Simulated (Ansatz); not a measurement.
# Photoemission of Si(111) with Cl on 75 % of the top atoms and H on the rest, part 2 of 2

Aim: core-level components, unfolded bands and work function of Si(111) with Cl on 75 % of the top atoms and H on the rest.

Ansatz 0.2.0; DFT, PBE, plane-wave PAW, default files, scalar-relativistic.

So far, gap on the k-mesh (eV): step 2 (relaxing the atoms) 1.07.

## 3. Bands by layer (continued)

Maxima picked by a test of local sharpness, so broad peaks and shoulders can be missing; peaks within 0.45 eV of a curve's cut are left out. Valence peaks, by row, the first 40 of 52 rows:

```
photon energy (eV)  binding energy (eV)  height (% of the maximum within 13 eV)  main shell  its share (%)
              21.2                8.969                                   6.972       Cl 3p          35.48
              21.2                8.219                                   6.942       Cl 3p          46.57
              21.2                7.369                                    8.75       Cl 3p          59.49
              21.2                6.569                                   18.86       Cl 3p          60.49
              21.2                5.519                                   21.83       Cl 3p           78.8
              21.2                4.369                                   56.83       Cl 3p          84.94
              21.2                3.369                                   89.69       Cl 3p          89.79
              21.2                2.769                                     100       Cl 3p           89.9
              21.2                2.169                                   46.34       Cl 3p          83.68
              21.2                1.619                                   45.75       Cl 3p          78.55
              21.2               0.4192                                   5.805       Cl 3p          65.19
                60                15.57                                   57.84       Cl 3s          92.22
                60                9.619                                   18.25       Si 3s          61.12
                60                8.969                                   20.81       Si 3s          57.03
                60                8.269                                   15.75       Si 3s           50.1
                60                7.369                                   16.43       Si 3s          38.91
                60                6.569                                   33.56       Si 3p          36.01
                60                5.569                                   24.95       Cl 3p          55.27
                60                4.369                                   64.68       Cl 3p          60.43
                60                3.369                                   90.48       Cl 3p          72.07
                60                2.769                                     100       Cl 3p           72.8
                60                2.169                                   58.05       Cl 3p          54.09
                60                1.619                                   63.38       Si 3p          50.32
                60               0.4192                                   12.02       Si 3p          73.53
              1487                15.57                                   152.5       Cl 3s          95.95
              1487                10.47                                   40.07       Si 3s          87.95
              1487                9.569                                   63.46       Si 3s          87.04
              1487                9.019                                   65.74       Si 3s          84.79
              1487                8.269                                   46.13       Si 3s          80.59
              1487                7.369                                   39.63       Si 3s          72.84
              1487                6.569                                   72.91       Si 3s          67.49
              1487                5.969                                   46.71       Si 3s          62.66
              1487                4.369                                   64.08       Cl 3p          55.19
              1487                3.369                                   88.82       Cl 3p          66.42
              1487                2.769                                     100       Cl 3p          65.86
              1487                2.169                                   59.68       Cl 3p          47.61
              1487                1.619                                   63.15       Si 3p          46.98
              1487               0.4192                                   10.56       Si 3p          70.06
              5415                15.57                                     242       Cl 3s          96.94
              5415                10.52                                    62.7       Si 3s          92.45
```

From the valence-band maximum. Table of planar mean, electrostatic potential by z:

```csv
z (Å),"planar mean, electrostatic potential (eV)"
0.0,5.15
0.5,4.94
1.0,4.73
1.5,4.63
2.0,4.63
2.5,4.63
3.0,4.63
3.5,4.63
4.0,4.63
4.5,4.63
5.0,4.62
5.5,4.60
6.0,4.49
6.5,3.98
7.0,2.08
7.5,1.80
8.0,-4.07
8.5,-9.78
9.0,-11.0
9.5,-6.86
10.0,-0.0435
10.5,1.99
11.0,-1.98
11.5,-8.50
12.0,-11.3
12.5,-8.55
13.0,-2.08
13.5,1.98
14.0,0.0510
14.5,-6.76
15.0,-11.0
15.5,-9.92
16.0,-4.32
16.5,1.72
17.0,1.14
17.5,-1.30
18.0,0.461
18.5,4.42
19.0,5.46
19.5,5.62
20.0,5.65
20.5,5.66
21.0,5.66
21.5,5.66
22.0,5.66
22.5,5.66
23.0,5.66
23.5,5.61
24.0,5.40
```

The intensity has structure finer than the step of the table below, so its rows give means over 1 eV, whole bins alone (the curve runs from -17.5 to 1.41 eV). Peaks (eV: height): Cl K-beta -3.0: 100.0; Cl K-beta, E along x -2.9: 137; Cl K-beta, E along y -2.9: 137; Cl K-beta, E along z -4.4: 86.5; Cl L2,3 -15.6: 99.1.

Shapes are the site's partial DOS without matrix elements, which overweights lines from ligand s bands. The intensity by emission energy less the core level's binding energy, zero at the valence-band maximum; means over each step; 7 of 10 lines; values in % of the unpolarised maximum:

| emission energy less the core level's binding energy (eV) | Cl K-beta | Cl K-beta, E along x | Cl K-beta, E along y | Cl K-beta, E along z | Cl L2,3 | Si K-beta | Si K-beta, E along x |
| --- | --- | --- | --- | --- | --- | --- | --- |
| -16 | 0.783 | 0.286 | 0.286 | 1.78 | 50.2 | 1.92 | 0.660 |
| -15 | 0.779 | 0.330 | 0.330 | 1.68 | 39.1 | 1.78 | 0.740 |
| -14 | 0.543 | 0.379 | 0.379 | 0.871 | 4.41 | 0.944 | 0.756 |
| -13 | 0.611 | 0.457 | 0.457 | 0.919 | 1.56 | 1.13 | 1.09 |
| -12 | 0.827 | 0.568 | 0.568 | 1.34 | 0.885 | 2.17 | 2.18 |
| -11 | 1.38 | 0.732 | 0.732 | 2.67 | 1.08 | 6.29 | 6.49 |
| -10 | 2.54 | 0.992 | 0.992 | 5.63 | 1.80 | 12.9 | 13.7 |
| -9 | 4.25 | 1.40 | 1.40 | 9.95 | 2.12 | 16.8 | 18.6 |
| -8 | 6.66 | 2.07 | 2.07 | 15.8 | 1.92 | 14.7 | 16.5 |
| -7 | 11.8 | 3.79 | 3.79 | 27.9 | 2.10 | 24.9 | 24.4 |
| -6 | 20.1 | 7.12 | 7.12 | 45.9 | 2.00 | 29.1 | 27.4 |
| -5 | 33.9 | 20.0 | 20.0 | 61.8 | 1.35 | 29.9 | 27.8 |
| -4 | 74.8 | 77.6 | 77.6 | 69.0 | 1.08 | 69.4 | 64.8 |
| -3 | 96.3 | 130 | 130 | 28.1 | 0.235 | 86.9 | 87.8 |
| -2 | 58.3 | 80.8 | 80.8 | 13.4 | 0.134 | 96.7 | 99.1 |
| -1 | 25.0 | 33.9 | 33.9 | 7.15 | 0.112 | 61.5 | 67.8 |
| 0 | 7.21 | 9.66 | 9.66 | 2.31 | 0.0537 | 18.3 | 23.7 |

Recipe: projected DOS times atomic cross section and asymmetry factor (unpolarised light, 45° from the beam), occupied states only, Fermi edge at 20 K, a Lorentzian width of 0.05 eV growing by 0.03 eV per eV of binding energy, and a resolution of 0.3 eV. Each atom is damped by exp[−depth/(λ cos θ)], θ = 45° from the normal, λ from the universal curve. Curves are cut 10 eV under the photon energy, above any shell that the free atom's threshold puts out of reach, or at the lower edge of the window: 11.2 eV at 21.2 eV, 17.5 eV at 60 eV, 17.5 eV at 1486.7 eV and 17.5 eV at 5414.7 eV. Matrix elements of the solid and inelastic losses aren't modelled, nor non-dipole terms, which matter above 3 keV.

Share of each shell in the spectrum's area (%), by photon energy:

```
shell  21.2 eV  60 eV  1486.7 eV  5414.7 eV
Cl 3s      0.0   14.2       24.0       32.3
Cl 3p     79.9   43.1       24.0       11.2
 H 1s      7.2    1.4        0.0        0.0
Si 3s      3.0   12.3       35.9       49.2
Si 3p     10.0   28.9       16.1        7.2
```

Regions along c: top from 15.2 to 21.6 Å, middle from 9.9 to 14.8 Å, bottom from 3.0 to 9.5 Å.

States with weight above 0.08 nearest the zero at Γ of the zone, within the window kept, -7.5 to 5.0 eV (levels that the program groups as degenerate share a row):

```csv
E (eV),"weight, total","weight, top","weight, middle","weight, bottom"
-1.94,0.11,0.11,0.00,0.00
-1.42,0.92,0.15,0.51,0.22
-0.88,1.98,0.10,1.37,0.37
-0.42,1.96,0.37,0.41,0.86
0.00,1.97,0.42,0.88,0.42
1.68,0.25,0.08,0.12,0.02
1.72,0.24,0.06,0.13,0.03
1.81,0.57,0.06,0.35,0.11
2.08,0.73,0.17,0.24,0.23
2.13,0.23,0.06,0.06,0.08
```

The largest force component on a free atom is 0.007 eV/Å, so the atoms are at rest for these settings too.

## 4. Core levels by total-energy differences

XPS shifts tell sites apart. Each chosen atom gets a core hole in a self-consistent pass of its own.

input.yaml

```yaml
crystal:
  lattice:
    - [7.6791796437, 0.0, 0.0]
    - [3.8395898218, 6.6503646517, 0.0]
    - [0.0, 0.0, 24.5937769138]
  atoms:
    - { symbol: Cl, position: [-5.46755e-05, -5.46755e-05, 0.7164487335] }
    - { symbol: Cl, position: [0.500109351, -5.46755e-05, 0.7164487335] }
    - { symbol: Cl_h, position: [-5.46755e-05, 0.500109351, 0.7164487335] }
    - { symbol: H, position: [0.5, 0.5, 0.694211199] }
    - { symbol: Si_h, position: [0.0002237695, 0.0002237695, 0.6317872005] }
    - { symbol: Si, position: [0.4995524611, 0.0002237695, 0.6317872005] }
    - { symbol: Si, position: [0.0002237695, 0.4995524611, 0.6317872005] }
    - { symbol: Si_h, position: [0.5, 0.5, 0.6333292478] }
    - { symbol: Si_h, position: [0.831648594, 0.334175703, 0.6006143199] }
    - { symbol: Si, position: [0.334175703, 0.334175703, 0.6006143199] }
    - { symbol: Si, position: [0.8333333333, 0.8333333333, 0.6003672999] }
    - { symbol: Si, position: [0.334175703, 0.831648594, 0.6006143199] }
    - { symbol: Si, position: [0.8334230731, 0.3332884635, 0.5044013954] }
    - { symbol: Si, position: [0.3332884635, 0.3332884635, 0.5044013954] }
    - { symbol: Si, position: [0.8333333333, 0.8333333333, 0.5041260005] }
    - { symbol: Si, position: [0.3332884635, 0.8334230731, 0.5044013954] }
    - { symbol: Si_h, position: [0.1666666667, 0.1666666667, 0.4719126722] }
    - { symbol: Si, position: [0.6665662189, 0.1668675622, 0.4718157261] }
    - { symbol: Si, position: [0.1668675622, 0.6665662189, 0.4718157261] }
    - { symbol: Si, position: [0.6665662189, 0.6665662189, 0.4718157261] }
    - { symbol: Si, position: [0.1666666667, 0.1666666667, 0.375857398] }
    - { symbol: Si, position: [0.6666666667, 0.1666666667, 0.375857398] }
    - { symbol: Si, position: [0.1666666667, 0.6666666667, 0.375857398] }
    - { symbol: Si, position: [0.6666666667, 0.6666666667, 0.375857398] }
    - { symbol: Si, position: [0.0, 0.0, 0.343989458] }
    - { symbol: Si, position: [0.5, 0.0, 0.343989458] }
    - { symbol: Si, position: [0.0, 0.5, 0.343989458] }
    - { symbol: Si, position: [0.5, 0.5, 0.343989458] }
    - { symbol: H, position: [0.0, 0.0, 0.284624847] }
    - { symbol: H, position: [0.5, 0.0, 0.284624847] }
    - { symbol: H, position: [0.0, 0.5, 0.284624847] }
    - { symbol: H, position: [0.5, 0.5, 0.284624847] }
kpoints:
  mp_grid: { grid: [3, 3, 1] }
scf:
  occupations: { method: fermi_dirac, width: 0.02 }
  n_extra_bands: 23
hamiltonian:
  xc: pbe
  pseudopotentials: { kind: paw }
output:
  forces: true
  write_potential: true
  volumetric_format: []
  core_levels:
    shells: { Cl_h: "2p", Si_h: "2p" }
    counted_from: conduction_bottom
    add_spin: false
efield:
  axis: 3
  dipole_correction: true
```

Started as:

```console
> ansatz run input.yaml --threads 4 --pin off --max-ram 11264MiB --backend cpu --events-out ev --progress --plain --runs-dir out
```

Elapsed: 2.9 min, on 4 threads of Arm Neoverse V1, shared host; peak memory 2.5 GiB; 11 min of CPU time.

Numbers from this step:

```
symmetry operations : 1
```

Each level is the free energy with the hole less that without it. The electron stays in the lowest empty state, so these are excitation energies, not binding energies. The hole's nearest image is 7.7 Å away, and the holes carry no spin, so absolute levels are rough.

```csv
atom,region,shell,level (eV),shift (eV),j lines (eV),doubts
Cl3,adsorbate,2p,199.63,-,200.72 / 199.09,-
Si5,layer 1,2p,100.64,+0.71,101.04 / 100.43,-
Si8,layer 1,2p,100.03,+0.10,100.43 / 99.82,-
Si9,layer 2,2p,99.89,-0.04,100.30 / 99.69,-
Si17,middle,2p,99.93,+0.00,100.34 / 99.73,-
```

Levels of p, d and f shells are means over their two j lines, weighted by degeneracy; the splitting comes from the atom's own solve. Shifts count from the last listed atom of each element. With the electron kept in the cell, its attraction to the hole differs by site and enters these shifts.

The Si 2p lines of the listed atoms alone (other atoms of the cell aren't counted), as Gaussians 0.8 eV wide, no depth weighting. Intensity against Si 2p level; read off at these points:

```csv
Si 2p level (eV),intensity (%)
98.20,0.00344
98.40,0.0398
98.60,0.328
98.80,1.92
99.00,8.00
99.20,23.9
99.40,51.3
99.60,80.7
99.80,97.6
99.92,100.0
100.00,99.4
100.20,94.4
100.40,84.6
100.60,66.6
100.80,45.1
101.00,28.1
101.20,16.8
101.40,8.99
101.60,3.81
101.80,1.20
102.00,0.269
102.20,0.0432
102.40,0.00490
```

## 5. What came out

| Item | Value |
| --- | --- |
| ionisation potential | 5.66 eV (upper face; lower face 4.63 eV) |
| electron affinity (Kohn–Sham) | 4.59 eV (slab's lowest empty level against the upper vacuum) |
| Si core shifts among the listed atoms, from the last listed one | -0.04 to +0.71 eV |

**Reading.** The valence top of Si(111) with Cl on 75 % of the top atoms and H on the rest lies 5.66 eV (upper face; lower face 4.63 eV) below the vacuum and the lowest empty level 4.59 eV below the vacuum of the upper face. Only the strongest levels a point were stored, too few to count surface states. The upper face's value lies 1.03 eV above that of the hydrogen-covered lower face; the difference is the dipole step of the groups. Core shifts: Si -0.04 to +0.71 eV. Among the sites run, the most bound Si 2p level is that of Si5 (layer 1), bonded to 3 Si and 1 Cl; the least bound, 0.75 eV shallower, that of Si9 (layer 2), bonded to 4 Si. That is the order that electronegative neighbours give as a rule, though screening of the hole enters too. These are excitation energies with the electron kept in the cell, so its attraction to the hole, which differs by site, enters the order. At 21.2 eV the valence spectrum has its highest listed peaks within 10.8 eV at 1.6 eV (Cl 3p), 2.2 eV (Cl 3p), 2.8 eV (Cl 3p), 3.4 eV (Cl 3p) and 4.4 eV (Cl 3p). At 1486.7 eV the valence spectrum has its highest listed peaks within 13 eV at 2.8 eV (Cl 3p), 3.4 eV (Cl 3p), 4.4 eV (Cl 3p), 6.6 eV (Si 3s) and 9.0 eV (Si 3s), and the deeper Cl 3s line at 15.6 eV is higher still. The shell named is the one with most of the intensity, cross sections included, not always the one with most states there. In the main run, from 1486.7 eV towards hard X-rays the Si 3s share grows by 13 points, as its cross section falls more slowly with photon energy than those of the shells it gains on. The spectra rest on a 3×3×1 mesh, so closely spaced maxima can be ripples of the mesh. The slab's own atoms span 7.1 Å, so bulk bands appear as a few quantum-well levels, and states of the two faces can mix. The affinity uses the Kohn–Sham gap, which is too small, so the true affinity is lower and the true ionisation potential usually higher.

[Logs are printed without paths, hosts, clocks, repeated set-up lines and the standing remarks that a program may print on its own settings, such as how far it seeks lower states.]

[Hosts, paths, dates, database ids (printed as entryN), source tags and the programs' standing remarks are cut or masked in the printed files.]

[Maps of the electrostatic potential energy from Ansatz leave out the sawtooth potential of an applied field or a dipole correction, so their vacuum need not be flat; work functions include it.]
